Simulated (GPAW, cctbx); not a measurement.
## BiW3: what bonding does to one electron reflection, worked out

BiW3, Pm-3m (no. 221), a = 4.1610 Å, b = 4.1610 Å, c = 4.1610 Å, α = 90.00°, β = 90.00°, γ = 90.00°.

```
atom  mult.    x  y    z
 Bi1      1    0  0    0
  W1      3  1/2  0  1/2
```

The start was made by putting kin elements into a known structure type; the compound need not exist, or be stable, in this form.

A DFT run (GPAW, PBE, 450 eV, 6×6×6 k-points, Fermi–Dirac width 0.1 eV) gives the static X-ray structure factor of 020 as 245.064 e for the conventional cell; superposed free atoms give 245.565 e. **Problem.** Find the Fourier component V of the crystal potential and the two-beam extinction distance at 120 kV in both cases.

## Step 1: Geometry

The cell volume is Ω = 72.04 Å³ and d(020) = 2.0805 Å, so g = 1/d = 0.4807 Å⁻¹.

## Step 2: The nuclei

Electrons feel nuclei as well as electrons, so the nuclear charges are summed with the same phases.

Phase sums Σ exp(2πi h·x), turned so that the total is real and positive: Bi +1.000, W +3.000. Then F_Z = 83 × (+1.000) + 74 × (+3.000) = 305.00 e. The electron term has the same sign for this reflection.

## Step 3: Mott–Bethe

Poisson's equation, term by term, gives V = (e/4πε₀)(F_Z − F)/(πΩg²), with e/4πε₀ = 14.3996 V Å.

The prefactor is 14.3996 × 2.0805²/(π × 72.04) = 0.27538 V per electron. Free atoms: (305.00 − 245.565) × 0.27538 = 16.367 V. Crystal: (305.00 − 245.064) × 0.27538 = 16.505 V. F changes by -0.20 % and V by +0.8 %: the same 0.50 e is measured against F_Z − F = 59.4 e in place of F = 245.6 e.

## Step 4: Extinction distance

In the two-beam case ξ = 1/(λU) with U = 2γm₀eV/h², that is ξ = 150.41 V Å²/(γλV).

At 120 kV, λ = 0.03349 Å and γ = 1.2348. Free atoms: ξ = 222 Å. Crystal: ξ = 220 Å. The thickness fringes go as sin²(πt/ξ), so the two patterns slip by a quarter of a period when t|1/ξ₁ − 1/ξ₀| = 1/4, at t ≈ 659 nm. Thermal motion, absorption and many-beam coupling, left out here, change a real pattern.

## Step 5: Answer

V(020) is 16.51 V against 16.37 V, and ξ is 220 against 222 Å. Limits: static atoms, two beams.

[Outputs are excerpts: Python notices, other lines and further rows are left out; steps that failed or that the build refused (PBEsol, TPSS) are not shown.]

[Logs are printed without paths, hosts, clocks, repeated set-up lines and the standing remarks that a program may print on its own settings, such as how far it seeks lower states.]
